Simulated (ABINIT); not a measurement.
## Beyond one shot: BaTiO3 (P4mm)

Aim: iterate the self-energy on BaTiO3 (P4mm) and follow the gap from cycle to cycle.

Method: PBE and many-body steps on it, plane waves, in ABINIT 10.8.3.

## 1. The structure

The structure is tetragonal, space group P4mm (No. 99). Conventional cell: a = 3.990 Å, b = 3.990 Å, c = 4.023 Å, α = 90.00°, β = 90.00°, γ = 90.00°. Nearest to Ba lie 12 O at 2.80 to 2.87 Å. Ti has 6 O at 1.84 to 2.18 Å nearest. O has 2 Ti at 1.84 to 2.18 Å and 4 Ba at 2.82 Å nearest. Nearest to O lie 2 Ti at 2.00 Å and 4 Ba at 2.80 to 2.87 Å. Farther neighbours and most contacts between anions are not listed.

The cell and positions come from the Crystallography Open Database and are kept as given unless a step says otherwise. Spin-orbit coupling is left out unless a step names it.

## 2. Empty states on the mesh, 4×4×4 mesh, 85 bands

This step: ABINIT 10.8.3; DFT, PBE, plane waves, norm-conserving pseudopotentials.

The sums over transitions need many empty states on a uniform mesh; this step solves for them.

Contents of run.abi:

```
acell 3*1.0 Angstrom
rprim 
  3.990480000000 0.000000000000 0.000000000000
  0.000000000000 3.990480000000 0.000000000000
  0.000000000000 0.000000000000 4.023030000000
ntypat 3
znucl 56 22 8
natom 5
typat 1 2 3 3 3
xred 
  0.000000000000 0.000000000000 0.000000000000
  0.500000000000 0.500000000000 0.522000000000
  0.500000000000 0.500000000000 0.979000000000
  0.500000000000 0.000000000000 0.488000000000
  0.000000000000 0.500000000000 0.488000000000
pp_dirpath "pseudos"
pseudos "Ba.upf, Ti.upf, O.upf"
ecut 38
ngkpt 4 4 4
nshiftk 1
shiftk 0 0 0
kptopt 1
chksymbreak 0
iscf -2
irdden 1
istwfk *1
nband 85
nbdbuf 6
tolwfr 1e-09
nstep 60
prtvol 0
indata_prefix "in"
outdata_prefix "out"
tmpdata_prefix "tmp"
```

Command:

```bash
OMP_NUM_THREADS=1 mpirun -n 4 abinit run.abi > log
```

Numbers of over 12 decimals in the logs are rounded to 6 here.

What it wrote:

```text
.Version 10.8.3 of ABINIT. v10.8.2 released Aug 2026.

 Symmetries : space group P4 m m (# 99); Bravais tP (primitive tetrag.)
[... echo of the input left out ...]
== DATASET  1 ==================================================================
-   mpi_nproc: 4, omp_nthreads: 1 (-1 if OMP is not activated)

--- !DatasetInfo
iteration_state: {dtset: 1, }
dimensions: {natom: 5, nkpt: 18, mband: 85, nsppol: 1, nspinor: 1, nspden: 1, mpw: 4868, }
cutoff_energies: {ecut:  38.0, pawecutdg:  -1.0, }
[...]
1.59815    1.62078    1.64048    1.64124    1.64124    1.76859    1.81731    1.82792
   1.83685    1.83685    1.85902    1.85902    1.88221    1.88323    1.89032    1.89032
   1.91814    1.92260    1.94268    1.94268    2.04117
 prteigrs : prtvol=0 or 1, do not print more k-points.

== END DATASET(S) ==============================================================
================================================================================

 -outvars: echo values of variables after computation  --------
            nband          85
             nkpt          18
          spgroup          99
 [... the other variables as echoed above ...]

 Calculation completed.
```

Wall time 52 s (4 MPI ranks of Arm Neoverse V2, shared host); peak memory 0.39 GiB.

Numbers from this step:

```yaml
gap: 1.851 eV
k_of_the_valence_top: 0.5, 0.5, 0.5
k_of_the_conduction_bottom: 0, 0, 0
least_direct_gap: 2.222 eV
k_points_computed: 18
lowest_point_of_the_top_converged_band_above_the_valence_top: 44.60 eV
```

On this mesh the gap is 1.851 eV.

The density comes from a self-consistent run that is not shown.

## 3. Screening, 4×4×4 mesh, 79 bands, screening to 106.1 eV

The RPA dielectric matrix is built and inverted for each q.

This step: RPA screening on PBE, plane waves, norm-conserving pseudopotentials.

run.abi: that of step 2 with these lines changed.

```diff
@@ -23,10 +23,11 @@
 chksymbreak 0
-iscf -2
-irdden 1
 istwfk *1
-nband 85
-nbdbuf 6
-tolwfr 1e-09
-nstep 60
-prtvol 0
+occopt 1
+irdwfk 1
+optdriver 3
+nband 79
+ecuteps 3.9
+inclvkb 2
+awtr 1
+symchi 1
 indata_prefix "in"
```

What it wrote:

```text
.Version 10.8.3 of ABINIT. v10.8.2 released Aug 2026.

 Symmetries : space group P4 m m (# 99); Bravais tP (primitive tetrag.)
[... echo of the input left out ...]
== DATASET  1 ==================================================================
-   mpi_nproc: 4, omp_nthreads: 1 (-1 if OMP is not activated)

--- !DatasetInfo
iteration_state: {dtset: 1, }
dimensions: {natom: 5, nkpt: 18, mband: 79, nsppol: 1, nspinor: 1, nspden: 1, mpw: 4868, }
cutoff_energies: {ecut:  38.0, pawecutdg:  -1.0, }
electrons: {nelect:   4.00000000E+01, charge:   0.00000000E+00, occopt:   1.00000000E+00, tsmear:   1.00000000E-02, }

 SCREENING: Calculation of the susceptibility and dielectric matrices

 Based on a program developped by R.W. Godby, V. Olevano, G. Onida, and L. Reining.
 Incorporated in ABINIT by V. Olevano, G.-M. Rignanese, and M. Torrent.
.Using double precision arithmetic ; gwpc =  8

[... cell and pseudopotentials left out ...]
--------------------------------------------------------------------------------

 ==== K-mesh for the wavefunctions ====
 Number of points in the irreducible wedge :    18
[... list of points left out ...]
 Together with  8 symmetry operations and time-reversal symmetry
 yields    64 points in the full Brillouin Zone.

 ==== Q-mesh for the screening function ====
 Number of points in the irreducible wedge :    18
[... list of points left out ...]
 Together with  8 symmetry operations and time-reversal symmetry
 yields    64 points in the full Brillouin Zone.

 setmesh: FFT mesh size selected  =    27x   27x   27
          total number of points  =        19683

 vcoul_init : cutoff-mode = AUXILIARY_FUNCTION
 q-points for optical limit:   1
     1)      0.000010    0.000020    0.000030

- screening: taking advantage of time-reversal symmetry
- Maximum band index for partially occupied states nbvw = 20
- Remaining bands to be divided among processors   nbcw = 59
- Number of bands treated by each node ~14

 Number of electrons calculated from density =   40.0000; Expected =   40.0000
 average of density, n =  0.092525
 r_s =    1.3716
 omega_plasma =   29.3417 [eV]

 calculating chi0 at frequencies [eV] :
  1    0.000000E+00    0.000000E+00
  2    0.000000E+00    2.934172E+01

--------------------------------------------------------------------------------
  q-point number  1        q = ( 0.000000, 0.000000, 0.000000) [r.l.u.]
--------------------------------------------------------------------------------
[... chi0 elements left out ...]
 For q-point:  0.000010 0.000020 0.000030
  dielectric constant =   5.8016
  dielectric constant without local fields =   6.4134

  Average fulfillment of the sum rule on Im[epsilon] for q-point    1 :     51.65  [%]
[... wings left out ...]
  q-point number  2        q = ( 0.250000, 0.000000, 0.000000) [r.l.u.]
--------------------------------------------------------------------------------
[... chi0 elements left out ...]
  Average fulfillment of the sum rule on Im[epsilon] for q-point    2 :     67.76  [%]

 [... 16 further q-points ...]
```

Wall time 76 s (4 MPI ranks); peak memory 1.3 GiB; 5.1 min of CPU time.

This step gave:

```
ε∞ with local fields, on this mesh, along the program's q direction : 5.802
the same without local fields                                       : 6.413
plasma frequency                                                    : 29.34 eV
plane waves in the screening matrix                                 : 171
```

Local fields lower ε∞ by 10 %. On a Γ-centred mesh this coarse the value itself is usually too large, while a short band sum pulls it down.

## 4. G0W0

The self-energy is evaluated for the states that the input lists, and the levels follow from it, in one-shot runs by the linearised quasiparticle equation.

This step: G0W0 on PBE, plane waves, norm-conserving pseudopotentials.

run.abi: that of step 3 with these lines changed.

```diff
@@ -26,8 +26,17 @@
 irdwfk 1
-optdriver 3
+optdriver 4
 nband 79
+gwcalctyp 0
+ecutsigx 38
+symsigma 1
+nkptgw 2
+kptgw 
+  0.5000000000 0.5000000000 0.5000000000
+  0.0000000000 0.0000000000 0.0000000000
+bdgw 
+  18 23
+  19 23
 ecuteps 3.9
-inclvkb 2
-awtr 1
-symchi 1
+irdscr 1
+ppmodel 1
 indata_prefix "in"
```

What it wrote:

```text
.Version 10.8.3 of ABINIT. v10.8.2 released Aug 2026.

 Symmetries : space group P4 m m (# 99); Bravais tP (primitive tetrag.)
[... echo of the input left out ...]
== DATASET  1 ==================================================================
-   mpi_nproc: 4, omp_nthreads: 1 (-1 if OMP is not activated)

--- !DatasetInfo
iteration_state: {dtset: 1, }
dimensions: {natom: 5, nkpt: 18, mband: 79, nsppol: 1, nspinor: 1, nspden: 1, mpw: 4868, }
cutoff_energies: {ecut:  38.0, pawecutdg:  -1.0, }
electrons: {nelect:   4.00000000E+01, charge:   0.00000000E+00, occopt:   1.00000000E+00, tsmear:   1.00000000E-02, }

 SIGMA: Calculation of the GW corrections

 Based on a program developped by R.W. Godby, V. Olevano, G. Onida, and L. Reining.
 Incorporated in ABINIT by V. Olevano, G.-M. Rignanese, and M. Torrent.
.Using double precision arithmetic ; gwpc =  8

[... cell and pseudopotentials left out ...]
--------------------------------------------------------------------------------

 ==== K-mesh for the wavefunctions ====
 Number of points in the irreducible wedge :    18
[... list of points left out ...]
 Together with  8 symmetry operations and time-reversal symmetry
 yields    64 points in the full Brillouin Zone.

 ==== Q-mesh for screening function ====
 Number of points in the irreducible wedge :    18
[... list of points left out ...]
 Together with  8 symmetry operations and time-reversal symmetry
 yields    64 points in the full Brillouin Zone.

 vcoul_init : cutoff-mode = AUXILIARY_FUNCTION
 q-points for optical limit:   1
     1)      0.000010    0.000020    0.000030
 setmesh: FFT mesh size selected  =    45x   45x   45
          total number of points  =        91125

 Number of electrons calculated from density =   40.0000; Expected =   40.0000
 average of density, n =  0.092525
 r_s =    1.3716
 omega_plasma =   29.3417 [eV]

 === KS Band Gaps ===
  >>>> For spin  1
   Minimum direct gap =   2.2217 [eV], located at k-point      :   0.0000  0.0000  0.0000
   Fundamental gap    =   1.8512 [eV], Top of valence bands at :   0.5000  0.5000  0.5000
                                       Bottom of conduction at :   0.0000  0.0000  0.0000
 SIGMA fundamental parameters:
 PLASMON POLE MODEL  1
 number of plane-waves for SigmaX                 4865
 number of plane-waves for SigmaC and W            171
 number of plane-waves for wavefunctions          4865
 number of bands                                    79
 number of independent spin polarizations            1
 number of spinorial components                      1
 number of k-points in IBZ                          18
 number of q-points in IBZ                          18
 number of symmetry operations                       8
 number of k-points in BZ                           64
 number of q-points in BZ                           64
 number of frequencies for dSigma/dE                 9
 frequency step for dSigma/dE [eV]                0.25
 number of omega for Sigma on real axis              0
 max omega for Sigma on real axis  [eV]           0.00
 zcut for avoiding poles [eV]                     0.10

 EPSILON^-1 parameters (SCR file):
 dimension of the eps^-1 matrix on file            171
 dimension of the eps^-1 matrix used               171
 number of plane-waves for wavefunctions          4865
 number of bands                                    79
 number of q-points in IBZ                          18
 number of frequencies                               2
 number of real frequencies                          1
 number of imag frequencies                          1

 matrix elements of self-energy operator (all in [eV])

 Perturbative Calculation

--- !SelfEnergy_ee
iteration_state: {dtset: 1, }
kpoint     : [   0.500,    0.500,    0.500, ]
spin       : 1
KS_gap     :    4.248
QP_gap     :    6.169
Delta_QP_KS:    1.922
data: !SigmaeeData |
     Band     E0 <VxcDFT>   SigX SigC(E0)      Z dSigC/dE  Sig(E)    E-E0       E
       18   6.542 -19.963 -24.993   5.221   0.767  -0.304 -19.817   0.146   6.688
       19   6.542 -19.963 -24.993   5.221   0.767  -0.304 -19.817   0.146   6.688
       20   6.718 -20.008 -25.051   5.272   0.766  -0.306 -19.832   0.175   6.893
       21  10.965 -21.853 -13.090  -5.951   0.746  -0.341 -19.756   2.097  13.063
       22  10.977 -21.854 -13.211  -5.787   0.746  -0.340 -19.723   2.131  13.108
       23  10.977 -21.854 -13.211  -5.787   0.746  -0.340 -19.723   2.131  13.108

--- !SelfEnergy_ee
iteration_state: {dtset: 1, }
kpoint     : [   0.000,    0.000,    0.000, ]
spin       : 1
KS_gap     :    2.222
QP_gap     :    3.811
Delta_QP_KS:    1.590
data: !SigmaeeData |
     Band     E0 <VxcDFT>   SigX SigC(E0)      Z dSigC/dE  Sig(E)    E-E0       E
       19   6.347 -20.006 -24.534   4.746   0.772  -0.296 -19.838   0.168   6.515
       20   6.347 -20.006 -24.534   4.746   0.772  -0.296 -19.838   0.168   6.515
       21   8.569 -18.775 -11.365  -5.165   0.783  -0.277 -17.018   1.757  10.326
       22   8.936 -19.060 -12.059  -4.726   0.781  -0.280 -17.283   1.778  10.714
       23   8.936 -19.060 -12.059  -4.726   0.781  -0.280 -17.283   1.778  10.714

== END DATASET(S) ==============================================================
================================================================================

 -outvars: echo values of variables after computation  --------
           etotal      0.0000000000E+00
            nband          79
             nkpt          18
          spgroup          99
 [... the other variables as echoed above ...]

 Calculation completed.
```

It took 9.2 s on 4 MPI ranks; peak memory 1.2 GiB; 36 s of CPU time.

This step gave:

```
G0W0 gap on the points computed              : 3.433 eV
starting gap on the mesh                     : 1.851 eV
k of the valence top                         : 0.5, 0.5, 0.5
k of the conduction bottom                   : 0, 0, 0
Z at the valence top                         : 0.766
Z at the conduction bottom                   : 0.783
least direct G0W0 gap on the computed points : 3.811 eV
```

The gap on the mesh goes from 1.85 eV to 3.43 eV, a correction of +1.58 eV.

## 5. evGW0, cycle 1

This step: evGW0 on PBE, plane waves, norm-conserving pseudopotentials.

run.abi: that of step 4 with these lines changed.

```diff
@@ -28,12 +28,44 @@
 nband 79
-gwcalctyp 0
+gwcalctyp 10
 ecutsigx 38
 symsigma 1
-nkptgw 2
+nkptgw 18
 kptgw 
+  0.0000000000 0.0000000000 0.0000000000
+  0.2500000000 0.0000000000 0.0000000000
+  0.5000000000 0.0000000000 0.0000000000
+  0.2500000000 0.2500000000 0.0000000000
+  0.5000000000 0.2500000000 0.0000000000
+  0.5000000000 0.5000000000 0.0000000000
+  0.0000000000 0.0000000000 0.2500000000
+  0.2500000000 0.0000000000 0.2500000000
+  0.5000000000 0.0000000000 0.2500000000
+  0.2500000000 0.2500000000 0.2500000000
+  0.5000000000 0.2500000000 0.2500000000
+  0.5000000000 0.5000000000 0.2500000000
+  0.0000000000 0.0000000000 0.5000000000
+  0.2500000000 0.0000000000 0.5000000000
+  0.5000000000 0.0000000000 0.5000000000
+  0.2500000000 0.2500000000 0.5000000000
+  0.5000000000 0.2500000000 0.5000000000
   0.5000000000 0.5000000000 0.5000000000
-  0.0000000000 0.0000000000 0.0000000000
 bdgw 
-  18 23
-  19 23
+  12 24
+  12 24
+  12 24
+  12 24
+  12 24
+  12 24
+  12 24
+  12 24
+  12 24
+  12 24
+  12 24
+  12 24
+  12 24
+  12 24
+  12 24
+  12 24
+  12 24
+  12 24
 ecuteps 3.9
```

What it wrote:

```text
.Version 10.8.3 of ABINIT. v10.8.2 released Aug 2026.

 Symmetries : space group P4 m m (# 99); Bravais tP (primitive tetrag.)
[... echo of the input left out ...]
== DATASET  1 ==================================================================
-   mpi_nproc: 4, omp_nthreads: 1 (-1 if OMP is not activated)

--- !DatasetInfo
iteration_state: {dtset: 1, }
dimensions: {natom: 5, nkpt: 18, mband: 79, nsppol: 1, nspinor: 1, nspden: 1, mpw: 4868, }
cutoff_energies: {ecut:  38.0, pawecutdg:  -1.0, }
electrons: {nelect:   4.00000000E+01, charge:   0.00000000E+00, occopt:   1.00000000E+00, tsmear:   1.00000000E-02, }

 SIGMA: Calculation of the GW corrections

 Based on a program developped by R.W. Godby, V. Olevano, G. Onida, and L. Reining.
 Incorporated in ABINIT by V. Olevano, G.-M. Rignanese, and M. Torrent.
.Using double precision arithmetic ; gwpc =  8

[... cell and pseudopotentials left out ...]
--------------------------------------------------------------------------------

 ==== K-mesh for the wavefunctions ====
 Number of points in the irreducible wedge :    18
[... list of points left out ...]
 Together with  8 symmetry operations and time-reversal symmetry
 yields    64 points in the full Brillouin Zone.

 ==== Q-mesh for screening function ====
 Number of points in the irreducible wedge :    18
[... list of points left out ...]
 Together with  8 symmetry operations and time-reversal symmetry
 yields    64 points in the full Brillouin Zone.

 vcoul_init : cutoff-mode = AUXILIARY_FUNCTION
 q-points for optical limit:   1
     1)      0.000010    0.000020    0.000030
 setmesh: FFT mesh size selected  =    45x   45x   45
          total number of points  =        91125

 Number of electrons calculated from density =   40.0000; Expected =   40.0000
[...]
spin       : 1
KS_gap     :    4.106
QP_gap     :    6.018
Delta_QP_KS:    1.912
data: !SigmaeeData |
     Band     E_DFT   <VxcDFT>   E(N-1)  <Hhartree>   SigX  SigC[E(N-1)]    Z     dSigC/dE  Sig[E(N)]  DeltaE  E(N)_pert E(N)_diago
[...]
--- !SelfEnergy_ee
iteration_state: {dtset: 1, }
kpoint     : [   0.500,    0.500,    0.500, ]
spin       : 1
KS_gap     :    4.248
QP_gap     :    6.169
Delta_QP_KS:    1.922
data: !SigmaeeData |
     Band     E_DFT   <VxcDFT>   E(N-1)  <Hhartree>   SigX  SigC[E(N-1)]    Z     dSigC/dE  Sig[E(N)]  DeltaE  E(N)_pert E(N)_diago
[...]
23    10.977   -21.854    10.977    32.831   -13.211    -5.787     0.746    -0.340   -19.723     2.131    13.108    13.833
       24    13.190   -13.536    13.190    26.727    -8.071    -4.071     0.828    -0.208   -12.381     1.155    14.345    14.585

 New Fermi energy :        3.263449E-01 Ha ,    8.880297E+00 eV

 === QP Band Gaps ===
  >>>> For spin  1
   Minimum direct gap =   4.2492 [eV], located at k-point      :   0.0000  0.0000  0.0000
   Fundamental gap    =   3.8668 [eV], Top of valence bands at :   0.5000  0.5000  0.5000
                                       Bottom of conduction at :   0.0000  0.0000  0.0000

 writing QP data on file : out_QPS

 Convergence of QP corrections
 >>>>> For spin  1 <<<<<
.  kptgw no:  1; Maximum DeltaE = (  -0.214  -0.001) for band index: 13
.  kptgw no:  2; Maximum DeltaE = (  -0.254   0.000) for band index: 13
.  kptgw no:  3; Maximum DeltaE = (  -0.303  -0.000) for band index: 13
[...]
.  kptgw no: 17; Maximum DeltaE = (  -0.330  -0.001) for band index: 12
.  kptgw no: 18; Maximum DeltaE = (   1.900  -0.000) for band index: 11

== END DATASET(S) ==============================================================
================================================================================

 -outvars: echo values of variables after computation  --------
           etotal      0.0000000000E+00
            nband          79
             nkpt          18
          spgroup          99
 [... the other variables as echoed above ...]

 Calculation completed.
```

Elapsed: 3.8 min, on 4 MPI ranks; peak memory 2.3 GiB.

This step gave:

```
quasiparticle gap on the mesh                         : 3.867 eV
gap of the density functional on the mesh             : 1.851 eV
k of the valence top                                  : 0.5, 0.5, 0.5
k of the conduction bottom                            : 0, 0, 0
Z at the valence top                                  : 0.766
Z at the conduction bottom                            : 0.783
least direct quasiparticle gap on the computed points : 4.249 eV
```

Against G0W0 in ABINIT (4×4×4 mesh, 79 bands, screening to 106.1 eV, Godby-Needs plasmon pole), the gap moves by +0.434 eV. This first cycle still uses the starting levels; it takes the full correction, at all points of the mesh, and its linearised value is 3.433 eV.

(Part 1 of 4 ends here.)

[Paths, hosts, dates, memory and timing lines, banners, echoed tables and standing remarks are left out of the program output.]

[Logs are printed without paths, hosts, clocks, repeated set-up lines and the standing remarks that a program may print on its own settings, such as how far it seeks lower states.]

[Runs of the session that timed out or met a known fault of the program may be left out.]

[Hosts, paths, dates, database ids (printed as entryN), source tags and the programs' standing remarks are cut or masked in the printed files.]

[G0W0 gaps are taken among the corrected bands and points alone; a level outside them can change the order at an edge.]

[Where Ansatz stands beside ABINIT at settings called matched, ABINIT's density can come from a denser mesh and the files from another edition; pairs whose starting gaps differed by over 0.03 eV were left out, so agreement reads better than it is.]
